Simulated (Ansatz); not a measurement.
**Lattice dynamics of BiB (model cell, started as CsCl type)**

The cell of BiB (model cell, started as CsCl type) is at rest. What are its phonons? After the zone centre comes a 4×4×4 q mesh on a 12×12×12 k mesh.

Program: Ansatz 0.2.0. Level of theory: DFT r2SCAN, scalar-relativistic, plane waves, PAW. Results are calculated unless marked as measured.

The structure was built from a prototype and need not be the compound's stable phase.

## (1) Starting point

Symmetry: Pm-3m, No. 221, cubic system. The conventional cell has a = 3.349 Å, b = 3.349 Å, c = 3.349 Å, α = 90.00°, β = 90.00°, γ = 90.00°. Nearest to B lie 8 Bi at 2.90 Å. Bi has 8 B at 2.90 Å nearest. Farther neighbours are not listed.

## (2) Modes at Γ

The cell comes from relaxations at this level that are not shown. The zone centre comes first: it holds the modes that light can see, as far as symmetry allows. No field response is asked, since the mesh shows no gap.

File input.yaml:

```yaml
crystal:
  lattice:
    - [3.3489211864, 0.0, 0.0]
    - [0.0, 3.3489211864, 0.0]
    - [0.0, 0.0, 3.3489211864]
  atoms:
    - { symbol: B, position: [0.0, 0.0, 0.0] }
    - { symbol: Bi, position: [0.5, 0.5, 0.5] }
kpoints:
  mp_grid: { grid: [12, 12, 12] }
hamiltonian:
  xc: r2scan
scf:
  occupations: { method: methfessel_paxton, width: 0.2 }
output:
  eigenvalues: true
phonons:
  method: dfpt
```

The run is started by

```sh
$ ansatz run input.yaml --threads 4 --pin off --max-ram 7168MiB --backend cpu --events-out ev --progress --plain --runs-dir out
```

Numbers of over 12 decimals in the logs are rounded to 6 here.

Output:

```text
Engine: ansatz 0.2.0, aarch64-unknown-linux-gnu
Pseudopotentials: kind: paw
Pseudopotential: B, paw, valence charge 3, recommended cutoff 500 eV (meta_gga), B.paw.azcp
Pseudopotential: Bi, paw, valence charge 15, recommended cutoff 500 eV (meta_gga), Bi.paw.azcp
Functional definition: r2SCAN
  parameter k0 = 0.174
  parameter k1 = 0.065
  parameter a1 = 4.9479
  exchange = r2scan_x(k0 = k0, k1 = k1, a1 = a1)
  correlation = r2scan_c
Crystal: 2 atoms, lattice volume = 37.559 Å³
Basis set: ecut = 500 eV, 949 PW (Γ), exchange–correlation on 125×125×125 points (125 copies of the dense FFT grid, shifted against one another)
Bands: 13, of which v1, the nominal top of the filled ones, is band 9 counted from 1 (8 counted from 0)
Symmetry: 48 space group operations
k-points: 196 of 1728 (irreducible under 8 space group operations, time reversal used)
Non-local potential: B, projectors of the file, l = 0: 2, l = 1: 2, l = 2: 1
Non-local potential: Bi, projectors of the file, l = 0: 2, l = 1: 2, l = 2: 2, l = 3: 2
PAW form: soft (Blöchl's): semilocal exchange-correlation on the pseudo side does not see the compensation charge
PAW frozen core: B, regenerated for the run's functional (the file was generated under x = pbe(κ = 0.804, μ = 0.219515), c = pbe(β = 0.066725))
PAW frozen core: Bi, regenerated for the run's functional (the file was generated under x = pbe(κ = 0.804, μ = 0.219515), c = pbe(β = 0.066725))
PAW one-centre angular grid: B, 302 points (default); XC on 160 Gauss nodes
PAW one-centre angular grid: Bi, 590 points (default); XC on 160 Gauss nodes
Initial density: superposition of atomic densities (neutral atoms: chi_scale 0, normalization atom), corrected by the library's trained network
Initial wavefunctions: pseudopotential atomic-orbital guess
Functional: x = r2scan, c = r2scan; τ floored in thin density (d = 2e-4 eV/Å³)
SCF iter   1: F=—  HF=-12564.174462 eV  |F-HF|=—  |Δ(HF+E_count)|=         —  Δρ=4.57e-3  dr2=1.08e-2  dr2_τ=8.09e-3  ethr=1.77e-3  ⟨swp⟩=4.9  Hψ=29674  notcnv=0  defer=8
automatic band count: the SCF goes on with 17 bands, as 13 were too few: the levels above may hold too much charge
preconditioner: auto → none  [metal: Δε(μ)=0.018 eV  Ē_g=24.255 eV  σ=0.200 eV  W_gap=0.08  n_scr=6 (ndim 8)  ℏωp=25.7 eV  f_vac=0.000  D(μ)=0.87/eV (n_scr^D=6)  sad-step TF]
SCF iter   2: F=—  HF=-12564.195208 eV  |F-HF|=—  |Δ(HF+E_count)|=   2.07e-2  S|Δr|=    0.00e0  Δρ=2.17e-3  dr2=2.00e-3  dr2_τ=6.51e-5  ethr=6.00e-5  ⟨swp⟩=2.1  Hψ=5986  notcnv=0  defer=36
SCF iter   3: F=—  HF=-12564.196113 eV  |F-HF|=—  |Δ(HF+E_count)|=   9.05e-4  S|Δr|=    0.00e0  Δρ=4.20e-4  dr2=3.70e-5  dr2_τ=2.42e-6  ethr=1.11e-5  ⟨swp⟩=2.7  Hψ=4375  notcnv=0  defer=36
SCF iter   4: F=—  HF=-12564.196177 eV  |F-HF|=—  |Δ(HF+E_count)|=   6.44e-5  S|Δr|=    0.00e0  Δρ=8.84e-5  dr2=2.35e-6  dr2_τ=9.93e-8  ethr=2.06e-7  ⟨swp⟩=2.9  Hψ=4644  notcnv=0  defer=36
SCF iter   5: F=—  HF=-12564.196190 eV  |F-HF|=—  |Δ(HF+E_count)|=   1.29e-5  S|Δr|=    0.00e0  Δρ=3.17e-5  dr2=2.59e-7  dr2_τ=1.07e-8  ethr=1.31e-8  ⟨swp⟩=2.0  Hψ=3651  notcnv=0  defer=36
SCF iter   6: F=—  HF=-12564.196183 eV  |F-HF|=—  |Δ(HF+E_count)|=   7.37e-6  S|Δr|=    0.00e0  Δρ=1.12e-5  dr2=4.34e-8  dr2_τ=6.12e-10  ethr=1.44e-9  ⟨swp⟩=2.0  Hψ=3650  notcnv=0  defer=36
SCF iter   7: F=—  HF=-12564.196183 eV  |F-HF|=—  |Δ(HF+E_count)|=   1.08e-7  S|Δr|=    0.00e0  Δρ=9.15e-7  dr2=2.39e-10  dr2_τ=1.16e-11  ethr=2.41e-10  ⟨swp⟩=2.3  Hψ=4001  notcnv=0  defer=36
SCF iter   8: F=-12564.196183 eV  HF=-12564.196183 eV  |F-HF|=3.64e-12  |Δ(HF+E_count)|=  1.09e-10  S|Δr|=    0.00e0  Δρ=1.28e-7  dr2=4.84e-12  dr2_τ=1.32e-13  ethr=1.00e-12  ⟨swp⟩=10.1  Hψ=21116  notcnv=0
SCF 1 converged in 8 iterations: F = -12564.196183 eV  dr2 = 4.84e-12
  greatest PAW one-centre occupation: 0.987 electrons in one spin orbital (limit 2), on the Bi atom at site 1 (counted from 0), in its partial waves of l = 2
DFPT response loops at Γ: preconditioner auto → Kerker (q_TF=auto, 2.414 Å⁻¹) (partly filled bands, converged f_vac=0.000); β = 1.00, the filter's whole step (`scf.mixing.beta` (0.50) is not read by the response loops under this deck's `scf.mixing.preconditioner`; to damp them name `kerker` or `kerker_dos`, under which they read `scf.mixing.beta`, and type it under 1.00, their step now; both keys bind the ground state too); Broyden in place of MSR1
SCF converged after 8 iterations
Stability not checked: this state was not tested for a lower state beside it, because cold or Methfessel-Paxton smearing, or corrected tetrahedra, fill the levels in a way that the test cannot read (fill_not_monotonic; see scf.lower_state_search)
Free energy (F): -12564.196183 eV
Harris-Foulkes:  -12564.196183 eV  (|F-HF|=3.64e-12)
Internal energy: -12564.197707 eV  (E = F + TS)
E sigma→0 (E₀):  -12564.196564 eV
Entropy (-TS):   0.001524 eV (0.762 meV/atom)
Fermi energy:    11.852442 eV
--- Per-component energies (eV) ---
  E_band       = -72.421354
  E_kinetic    = 338.785812
  E_local      = -1412.092964  (includes V_loc(G=0)·N_el)
  E_nonlocal   = 577.047856
  E_hartree    = 451.742022
  E_xc         = -169.254621
  E_vxc        = -193.423854  (∫ρ·V_xc dr)
  E_paw        = -10768.742338  (= ΣΔE_a)
  E_vpaw       = -298.731821  (= ΣTr[D̂ρ^β])
  E_aug_tail   = -0.000255  (compensation charges beyond the density's cutoff)
  E_vtau       = 12.509766  (kinetic-family band-sum trace: ∫τ·v_τ [+ j·A + Jᵃ·Aᵃ] dr)
  E_ewald      = -1582.540324
  E_core_change = 0.857105  (= ΣΔE_core)
  E_smearing   = 0.001524  (= −TS)
  E_closure    = 0.000000  (closes the sum)
  Σ components = -12564.196183   (vs F -12564.196183, Δ=0.00e0)
--- Band table (eV; the first three rows and the last of 196) ---
  k-point 0: bands = [... 5 lower, -2.9649, 9.1688, 11.0423, 11.0423, 11.0423, 18.0367, 18.0367, 20.1503, ... 4 higher]
  k-point 1: bands = [... 5 lower, -2.8714, 8.5398, 11.1481, 11.1481, 11.2949, 18.1070, 18.3558, 19.9140, ... 4 higher]
  k-point 2: bands = [... 5 lower, -2.5936, 7.2334, 11.4618, 11.4618, 11.7063, 18.2289, 18.3180, 19.2399, ... 4 higher]
  k-point 195: bands = [... 5 lower, 3.2675, 7.3300, 9.4988, 9.4988, 9.4988, 10.6263, 10.6263, 10.6263, ... 4 higher]
--- Phonons (Γ-DFPT): 2 representative perturbations + reference, on 196 of 1728 k-points (Σ response iterations 15) ---
  k mesh reduced under 8 symmetry operations, with k and −k counted as one. Each operation leaves every solved perturbation unchanged. A smaller set is not considered because the functional reads the kinetic-energy density
  ASR residual: 2.251e-4 → 0.000e0 eV/Å²; symmetrization residual: 1.545e-6 eV/Å²
  ASR residual per site (eV/Å²): 2.25e-4 1.82e-4
  Γ frequencies (cm⁻¹): -129.01 -129.01 -129.01 0.00 0.00 0.00
  non-analytic LO–TO correction: not included (Born effective charges unavailable; polar crystals: no LO–TO splitting at Γ)
```

It took 34 s on 4 threads of Arm Neoverse V1, shared host; peak memory 1 GiB; 2.2 min of CPU time.

The column dr2 measures how far the density is from self-consistency, as an energy; F and HF (Harris–Foulkes) agree once it is small.

Numbers from this step:

| Quantity | Value |
| --- | --- |
| volume per atom | 18.78 Å³ |
| gap on the k-mesh | 0 eV |
| sum-rule residual before enforcement | 2.25e-4 eV/Å² |
| point group | m-3m |
| highest optical mode at the zone centre (no LO-TO term) | -129.0 cm⁻¹ |
| lowest optical zone-centre mode | -129.0 cm⁻¹ |

Patterns of degenerate modes are one choice out of their space. Modes at Γ, with each element's share of the kinetic energy (negative means imaginary):

| mode | frequency (cm⁻¹) | symmetry | B % | Bi % |
| --- | --- | --- | --- | --- |
| 1 | -129.0 | T1u | 95 | 5 |
| 2 | -129.0 | T1u | 95 | 5 |
| 3 | -129.0 | T1u | 95 | 5 |
| 4 | 0.0 | acoustic | 5 | 95 |
| 5 | 0.0 | acoustic | 5 | 95 |
| 6 | 0.0 | acoustic | 5 | 95 |

Displacements in mode 1 (-129.0 cm⁻¹), the largest set to 1:
```
B1   0.00  0.00  1.00
Bi2  0.00  0.00 -0.05
```

Before it was imposed, the acoustic sum rule was missed by 2.3e-4 eV/Å². Small misses are needed for a sound result but don't prove that mesh and cutoff are converged. The lowest optical mode is imaginary, 129.0i cm⁻¹, so the energy falls along it.

(Part 1 of 2 ends here.)

[Logs are printed without paths, hosts, clocks, repeated set-up lines and the standing remarks that a program may print on its own settings, such as how far it seeks lower states.]

[Hosts, paths, dates, database ids (printed as entryN), source tags and the programs' standing remarks are cut or masked in the printed files.]
